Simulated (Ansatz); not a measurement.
# Σ9 (221) boundary in fcc Ag: structure and resistance, part 2 of 3

Aim: the relaxed structure and the specific resistance of the Σ9 (221) boundary in fcc Ag.

Ansatz 0.2.0; Ansatz plane-wave DFT, LDA, PAW files; relaxation of a bicrystal slab with its lowest layers held; PAW set soft_1 (the session's first sound run).

So far. Step 2 (Relaxing the bicrystal): The largest force component on a free atom ends at 0.0078 eV/Å, under the tolerance of 0.03, after 14 steps.

## (3) Transmission across the boundary

Bulk layers of each grain are laid under and over the relaxed boundary, and a lead is named in the middle of each, away from the free faces. The mesh across the current, 22×8, is finer than the density's, because channels open and close sharply across the zone. Energies from -0.1 to 0.1 eV in steps of 0.05 eV are too few for the program's thermal sum, so it prints no conductance; for a metal the transmission near the Fermi level serves, at a fraction of the cost.

This step: Ansatz plane-wave DFT, LDA, PAW files; ballistic transport by layer matching (Landauer), zero bias; boundary relaxed in a short slab, bulk layers laid on; PAW set soft_1 (Ansatz 0.2.0).

System of this step: Σ9 (221) boundary in fcc Ag. The cell holds 62 atoms: 62 Ag. Cell: a = 2.889 Å, b = 8.668 Å, c = 49.403 Å, α = 90.0°, β = 90.0°, γ = 90.0°. It derives from Ag. Regions: lower grain, 25 atoms (25 Ag); boundary, 17 atoms (17 Ag); upper grain, 20 atoms (20 Ag). Vacuum lies along c.

Input file input.yaml:

```yaml
crystal:
  lattice:
    - [2.8893797293, 0.0, 0.0]
    - [0.0, 8.6681391879, 0.0]
    - [0.0, 0.0, 49.4030091339]
  atoms:
    - { symbol: Ag, position: [-16.4999999996, -9.1666666667, 0.0809667279] }
    - { symbol: Ag, position: [-15.9999999996, -8.8888888889, 0.0947519881] }
    - { symbol: Ag, position: [-15.4999999996, -8.6111111111, 0.1085372482] }
    - { symbol: Ag, position: [-14.9999999996, -8.3333333334, 0.1223225084] }
    - { symbol: Ag, position: [-14.4999999996, -8.0555555556, 0.1361077686] }
    - { symbol: Ag, position: [-13.9999999997, -7.7777777778, 0.1498930287] }
    - { symbol: Ag, position: [-13.4999999997, -7.5, 0.1636782889] }
    - { symbol: Ag, position: [-12.9999999997, -7.2222222222, 0.177463549] }
    - { symbol: Ag, position: [-12.4999999997, -6.9444444445, 0.1912488092] }
    - { symbol: Ag, position: [-11.9999999997, -6.6666666667, 0.2050340693] }
    - { symbol: Ag, position: [-11.4999999997, -6.3888888889, 0.2188193295] }
    - { symbol: Ag, position: [-10.9999999998, -6.1111111111, 0.2326045896] }
    - { symbol: Ag, position: [-10.4999999998, -5.8333333333, 0.2463898498] }
    - { symbol: Ag, position: [-9.9999999998, -5.5555555556, 0.2601751099] }
    - { symbol: Ag, position: [-9.4999999998, -5.2777777778, 0.2739603701] }
    - { symbol: Ag, position: [-8.9999999998, -5.0, 0.2877456303] }
    - { symbol: Ag, position: [-8.4999999998, -4.7222222222, 0.3015308904] }
    - { symbol: Ag, position: [-7.9999999999, -4.4444444444, 0.3153161506] }
    - { symbol: Ag, position: [-7.4999999999, -4.1666666667, 0.3291014107] }
    - { symbol: Ag, position: [-6.9999999999, -3.8888888889, 0.3428866709] }
    - { symbol: Ag, position: [-6.4999999999, -3.6111111111, 0.356671931] }
    - { symbol: Ag, position: [-5.9999999999, -3.3333333333, 0.3704571912] }
    - { symbol: Ag, position: [-5.4999999999, -3.0555555555, 0.3842424513] }
    - { symbol: Ag, position: [-5.0, -2.7777777778, 0.3980277115] }
    - { symbol: Ag, position: [-4.5, -2.5, 0.4118129716] }
    - { symbol: Ag, position: [0.0, 0.7777777778, 0.4255982318] }
    - { symbol: Ag, position: [0.5, 0.0542539318, 0.4374919693] }
    - { symbol: Ag, position: [0.0, 0.3346816446, 0.4503016182] }
    - { symbol: Ag, position: [0.5, 0.6147913277, 0.4652551475] }
    - { symbol: Ag, position: [0.0, 0.8868251292, 0.4778705589] }
    - { symbol: Ag, position: [0.5, 0.1718796754, 0.4899260858] }
    - { symbol: Ag, position: [0.0, 0.4401588731, 0.5022668179] }
    - { symbol: Ag, position: [0.5, 0.7222714861, 0.5211615726] }
    - { symbol: Ag, position: [0.0, 0.0099546344, 0.5277482975] }
    - { symbol: Ag, position: [0.0, 0.5064255653, 0.553550045] }
    - { symbol: Ag, position: [0.5, 0.2204700461, 0.5608454935] }
    - { symbol: Ag, position: [0.0, 0.940186327, 0.5790457942] }
    - { symbol: Ag, position: [0.5, 0.6705879841, 0.5909166095] }
    - { symbol: Ag, position: [0.0, 0.38324042, 0.6035485378] }
    - { symbol: Ag, position: [0.5, 0.1134259137, 0.6166946123] }
    - { symbol: Ag, position: [0.0, 0.8321998499, 0.6308085205] }
    - { symbol: Ag, position: [0.5, 0.5504772411, 0.643328069] }
    - { symbol: Ag, position: [-5.0, -2.7273005367, 0.6571133291] }
    - { symbol: Ag, position: [-5.5, -3.0050783145, 0.6708985893] }
    - { symbol: Ag, position: [-5.9999999999, -3.2828560923, 0.6846838494] }
    - { symbol: Ag, position: [-6.4999999999, -3.5606338701, 0.6984691096] }
    - { symbol: Ag, position: [-6.9999999999, -3.8384116478, 0.7122543697] }
    - { symbol: Ag, position: [-7.4999999999, -4.1161894256, 0.7260396299] }
    - { symbol: Ag, position: [-7.9999999999, -4.3939672034, 0.7398248901] }
    - { symbol: Ag, position: [-8.4999999999, -4.6717449812, 0.7536101502] }
    - { symbol: Ag, position: [-8.9999999998, -4.949522759, 0.7673954104] }
    - { symbol: Ag, position: [-9.4999999998, -5.2273005367, 0.7811806705] }
    - { symbol: Ag, position: [-9.9999999998, -5.5050783145, 0.7949659307] }
    - { symbol: Ag, position: [-10.4999999998, -5.7828560923, 0.8087511908] }
    - { symbol: Ag, position: [-10.9999999998, -6.0606338701, 0.822536451] }
    - { symbol: Ag, position: [-11.4999999998, -6.3384116479, 0.8363217111] }
    - { symbol: Ag, position: [-11.9999999997, -6.6161894256, 0.8501069713] }
    - { symbol: Ag, position: [-12.4999999997, -6.8939672034, 0.8638922314] }
    - { symbol: Ag, position: [-12.9999999997, -7.1717449812, 0.8776774916] }
    - { symbol: Ag, position: [-13.4999999997, -7.449522759, 0.8914627518] }
    - { symbol: Ag, position: [-13.9999999997, -7.7273005368, 0.9052480119] }
    - { symbol: Ag, position: [-14.4999999997, -8.0050783145, 0.9190332721] }
kpoints:
  mp_grid: { grid: [9, 3, 1] }
hamiltonian:
  xc: lda
  pseudopotentials: { kind: paw, azcp: { folder: soft_1 }, xc_functional: pbe }
scf:
  occupations: { method: fermi_dirac, width: 0.1 }
output:
  transmission:
    leads: [[13, 14], [50, 51]]
    kmesh: [22, 8]
    e_range: [-0.1, 0.1]
    de: 0.05
  write_potential: true
  write_density: true
  volumetric_format: npy
  elf: true
```

Launch:

```console
> ansatz run input.yaml --threads 4 --pin off --max-ram 15360MiB --backend cpu --events-out ev --progress --plain --runs-dir out
```

Numbers of over 12 decimals in the logs are rounded to 6 here.

What it wrote:

```text
[...]
Crystal: 62 atoms, lattice volume = 1237.325 Å³
Basis set: ecut = 420 eV, 24185 PW (Γ)
Bands: 707, of which v1, the nominal top of the filled ones, is band 589 counted from 1 (588 counted from 0)
Symmetry: 2 space group operations
[...]
k-points: 10 of 27 (time reversal used)
[...]
SCF iter   1: F=—  HF=-462425.740554 eV  |F-HF|=—  |Δ(HF+E_count)|=         —  Δρ=7.93e-2  dr2=8.22e1  ethr=3.10e-3  ⟨swp⟩=5.2  Hψ=21612  notcnv=0  defer=630
[...]
SCF iter  10: F=-462402.201302 eV  HF=-462402.201302 eV  |F-HF|=3.00e-8  |Δ(HF+E_count)|=   2.40e-8  Δρ=2.11e-6  dr2=5.90e-8  ethr=8.49e-12  ⟨swp⟩=11.3  Hψ=30116  notcnv=0
SCF 1 converged in 10 iterations: F = -462402.201302 eV  dr2 = 5.90e-8
[...]
transmission: 228 of 2280 steps passed
transmission: 456 of 2280 steps passed
[...]
transmission: 2280 of 2280 steps passed
WARN: The output density's exchange-correlation potential varies sharply where the density is thin. Do not read a vacuum level from v_tot or v_xc, or from such a field of the output density. On a cell that repeats whose density bears no net charge and no dipole along the vacuum's axis use v_es (v_loc + v_h of the components); under efield.dipole_correction with no amplitude use v_es + v_field, which holds any externa [...]
SCF converged after 10 iterations
Free energy (F): -462402.201302 eV
[...]
Internal energy: -462401.715828 eV  (E = F + TS)
E sigma→0 (E₀):  -462401.958565 eV
Entropy (-TS):   -0.485473 eV (-7.830 meV/atom)
Fermi energy:    13.761608 eV
[...]
--- Band table (eV; the first three rows and the last of 10) ---
  k-point 0: bands = [... 585 lower, 11.1361, 11.3652, 11.5275, 11.5732, 11.7867, 11.9561, 12.0320, 12.2796, ... 114 higher]
  k-point 1: bands = [... 585 lower, 11.7535, 11.8290, 11.9181, 12.0017, 12.0731, 12.2318, 12.2537, 12.4744, ... 114 higher]
  k-point 2: bands = [... 585 lower, 11.6152, 11.7312, 11.9763, 11.9848, 12.1154, 12.3756, 12.4265, 12.6536, ... 114 higher]
  k-point 9: bands = [... 585 lower, 14.5565, 14.6124, 14.6524, 14.8034, 14.8392, 14.9246, 14.9972, 15.0168, ... 114 higher]
--- Transmission ---
  basis      : 221 plane waves across, 38 finite elements along
  points     : 60, standing for a mesh of 22 x 8
  energies   : 5 from -0.100000 to 0.100000 eV about the Fermi level, 0.050000 eV apart; the leads are filled to 0.000000 eV, and channels, transmission and decay are at 0.000000 eV
  crystal 0  : Ag4, at the sites [13, 14], period 2.7241 Å, over 17.71 Å; its Hamiltonian steps by up to 14.6 meV
    offset         : up to 0.0000 Å between an atom of the period and one for which it stands
    channels       : 2.869318e0 a spin
    conductance    : none, the energies end too early or step too widely for 300 K: set another output.transmission.e_range or a lower de, or, where they end at an eighth of basis.ecutwfc, a higher one
[...]
channels       : 2.869318e0 a spin
[...]
junction   : crystal 0 to crystal 1, 12.51 to 36.21 Å
    transmission   : 2.483638e0 a spin
[...]
```

It took 27 min on 4 threads of Arm Neoverse V2, shared host; peak memory 9.9 GiB; 1.7 h of CPU time.

Numbers from this step:

- free energy: -462402.2013 eV
- energy at zero smearing: -462401.9586 eV
- Fermi energy: 13.76 eV
- cell area: 25.05 Å²
- transmission per spin nearest the Fermi level: 2.484
- open channels per spin nearest the Fermi level: 2.869
- open channels per spin, upper lead: 2.869
- step of the lead's potential: 14.6 meV
- step of the upper lead's potential: 42.8 meV

Per spin. Transmission, zone mean against energy, zero at the Fermi level:

| energy (eV) | transmission, zone mean |
| --- | --- |
| -0.1000 | 2.51 |
| -0.0500 | 2.49 |
| 0.0000 | 2.48 |
| 0.0500 | 2.47 |
| 0.1000 | 2.45 |

Per spin. Open channels, zone mean against energy, zero at the Fermi level:

| energy (eV) | lead | upper lead |
| --- | --- | --- |
| -0.1000 | 2.88 | 2.88 |
| -0.0500 | 2.87 | 2.87 |
| 0.0000 | 2.87 | 2.87 |
| 0.0500 | 2.87 | 2.87 |
| 0.1000 | 2.87 | 2.85 |

Transmission over k1 and k2. At 0.0000 eV from the Fermi level.

Values, 8 rows by 16 columns, each cell a mean:
```
2.84 1.88 1.89 2.21 2.71 2.73 2.71 1.91 1.54 2.24 2.69 2.73 2.71 1.99 1.88 1.89
2.93 1.90 2.55 2.69 2.78 2.82 2.80 2.48 1.38 2.59 2.82 2.81 2.76 2.67 2.34 1.90
3.18 2.63 2.65 2.72 2.79 2.87 2.92 2.89 2.85 2.90 2.91 2.85 2.77 2.70 2.63 2.64
3.18 2.59 2.67 2.72 2.79 2.89 2.95 2.93 2.92 2.94 2.94 2.86 2.77 2.70 2.64 2.59
3.18 2.63 2.65 2.72 2.79 2.87 2.92 2.89 2.85 2.90 2.91 2.85 2.77 2.70 2.63 2.64
2.93 1.90 2.55 2.69 2.78 2.82 2.80 2.48 1.38 2.59 2.82 2.81 2.76 2.67 2.34 1.90
2.84 1.88 1.89 2.21 2.71 2.73 2.71 1.91 1.54 2.24 2.69 2.73 2.71 1.99 1.88 1.89
2.80 1.88 1.89 1.94 1.97 3.04 2.10 0.27 0.00 0.54 2.67 2.74 1.97 1.92 1.88 1.89
```
Columns: k1 (b1) from -0.5 to 0.455; rows upwards: k2 (b2) from -0.5 to 0.375.

Open channels over k1 and k2. At 0.0000 eV from the Fermi level.

Ten even steps from '0' (2.00) to '9' (4.00):
```
9000055559555955550000
9005555555505555555500
9555555555555555555555
9555555555555555555555
9555555555555555555555
9005555555505555555500
9000055559555955550000
9000000999000999000000
```
Columns: k1 (b1) from -0.5 to 0.455; rows upwards: k2 (b2) from -0.5 to 0.375.

Electrostatic potential energy in the cb plane at fractional x = 0.000, with atoms of Ag within 0.2 Å of it. With pseudopotentials it is smooth inside the atoms' cores, unlike the true potential.

Ten even steps from '0' (-14 eV) to '9' (19 eV), each cell a mean:
```
89999999987300378601401799888899989999999999
99999998999877888602511787422589999999999999
98999988899999999720004884010169999999999999
75678998999999999874347882053059999999999999
10037999999999889998889983021059999999999999
03205898888999889999999986200389999999999999
05305886324799999999998998766899999999999999
00016861000489999999988999999999999999999999
42368850350289876789998999999999999999999999
88889850230288610148999999999889999999999999
99999973001587202106998889999889999999999999
99989987657897116306886336899999999999999999
99888999989998301017861000589999999999999999
99989999999998731268840340389877789999999999
78999999998899987889840330388520258999999999
48998889998899999999862001687202027999999999
38875457899999999999987546886126216999999999
48840003899999999888999888997202027999999999
78611511699877899989999999998621268999999999
99611511687411489999999998899877789999999999
99830003784011058998899998899999999999999999
99875357883054048885568999999999999999999999
89998889984021058830005899999999889999999999
```
Columns run along c (16.0 Å, from fractional 0.68 to 1.00 of the cell; values clipped at the 3rd and 97th percentile), rows up along b (8.7 Å). Atoms in or near the plane, at fractional coordinates: Ag at (0.68, 0.72), Ag at (0.71, 0.16), Ag at (0.74, 0.61), Ag at (0.77, 0.05), Ag at (0.79, 0.49), Ag at (0.82, 0.94), Ag at (0.85, 0.38), Ag at (0.88, 0.83), Ag at (0.91, 0.27).

ELF in the cb plane at fractional x = 0.000, with atoms of Ag within 0.2 Å of it. It is the smooth field of the valence electrons, not physical close to the nuclei.

Ten even steps from '0' (0.00) to '9' (0.82), each cell a mean:
```
22111222222354322257864222222222222211000000
22111222222222222257974222344322222111000000
22211222221122222245653223566422221110000000
23222222211112222223332224698532211110000000
45532222221112222222222223677532111000000000
68753222222222222111222222455322110000000000
69853222343222222111222222222222100000000000
56642224665322222112222221122222110000000000
34422235896422222222222211122222110000000000
22222235786422245432222211122222111000000000
12222224554222467642222221122222111000000000
11222222232222479852222332222222211000000000
12222211222222356642224665222222211100000000
22222211122222234422235896322222221100000000
22222211122222222222235886322345432110000000
32222221222221112222224554222467642110000000
32223332222221111222222332222579753110000000
32235653222221112222211222222467642110000000
22247974222222222222111122222344432111000000
22247974222344322222111122221222222211000000
22235653223576532222211222211112222211000000
22223332223699632223322222211112222211000000
22222222223577532235553222221112222211000000
```
Columns run along c (16.0 Å, from fractional 0.68 to 1.00 of the cell), rows up along b (8.7 Å). Atoms in or near the plane, at fractional coordinates: Ag at (0.68, 0.72), Ag at (0.71, 0.16), Ag at (0.74, 0.61), Ag at (0.77, 0.05), Ag at (0.79, 0.49), Ag at (0.82, 0.94), Ag at (0.85, 0.38), Ag at (0.88, 0.83), Ag at (0.91, 0.27).

Valence density in the cb plane at fractional x = 0.000, with atoms of Ag within 0.2 Å of it. It is the smooth field of the valence electrons, not physical close to the nuclei.

Ten steps, logarithmic in the rise over the least value, from '0' (0 e/Å³) to '9' (21 e/Å³), each cell a mean:
```
11000111112455321268985211111111111000000000
11000111111122111269985212344311110000000000
11111111110111111247764113687521000000000000
23211111110001111123432114899731000000000000
56642111110011111111111114798621000000000000
79863111111111111000111112566410000000000000
89973112443211111000111111222110000000000000
68752125786311111101111110111100000000000000
34421136998411122211111100011110000000000000
11111136897411256531111110011110000000000000
01111124665212479852111111111111000000000000
01111111232112589962112332111111000000000000
01111111111111478752125775311111000000000000
11111100011111245421137997411122210000000000
21111100011111112111137997411356521000000000
31111111111111001111125675212579752000000000
41123332111110001111112332112589862000000000
31146764111111001111111111112578752000000000
21258985211122111111100011111245421000000000
11258985212355311111100011111112210000000000
11146764213688631111111111110011110000000000
11123332114799741112321111110001111000000000
11111111113688631136753111110001111000000000
```
Columns run along c (16.0 Å, from fractional 0.68 to 1.00 of the cell), rows up along b (8.7 Å). Atoms in or near the plane, at fractional coordinates: Ag at (0.68, 0.72), Ag at (0.71, 0.16), Ag at (0.74, 0.61), Ag at (0.77, 0.05), Ag at (0.79, 0.49), Ag at (0.82, 0.94), Ag at (0.85, 0.38), Ag at (0.88, 0.83), Ag at (0.91, 0.27).

Over the solved energies the transmission per spin lies between 2.45 and 2.51, out of 2.87 channels of the lead on average (up to 2.88). The log calls the step of a lead's potential too much.

## (4) Specific resistance

This step: Ansatz plane-wave DFT, LDA, PAW files; ballistic transport by layer matching (Landauer), zero bias; specific resistance of the boundary; PAW set soft_1 (Ansatz 0.2.0).

This step gave:

* area resistance: 0.1768 fΩ m²
* T over the leads' mean channel count: 0.8643

Averaged over the energies near the Fermi level, 86.4 % of the channels pass, which makes 0.177 fΩ m².

By hand, with T and the leads' channels N averaged over the energies near the Fermi level: RA = A (h/2e²)(1/T − ½[1/N₁ + 1/N₂]) = 25.05×10⁻²⁰ m² × 12 906 Ω × (1/2.480 − ½[1/2.872 + 1/2.867]) = 0.177 fΩ m².

[end of part 2 of 3]

[Logs are printed without paths, hosts, clocks, repeated set-up lines and the standing remarks that a program may print on its own settings, such as how far it seeks lower states.]

[Hosts, paths, dates, database ids (printed as entryN), source tags and the programs' standing remarks are cut or masked in the printed files.]
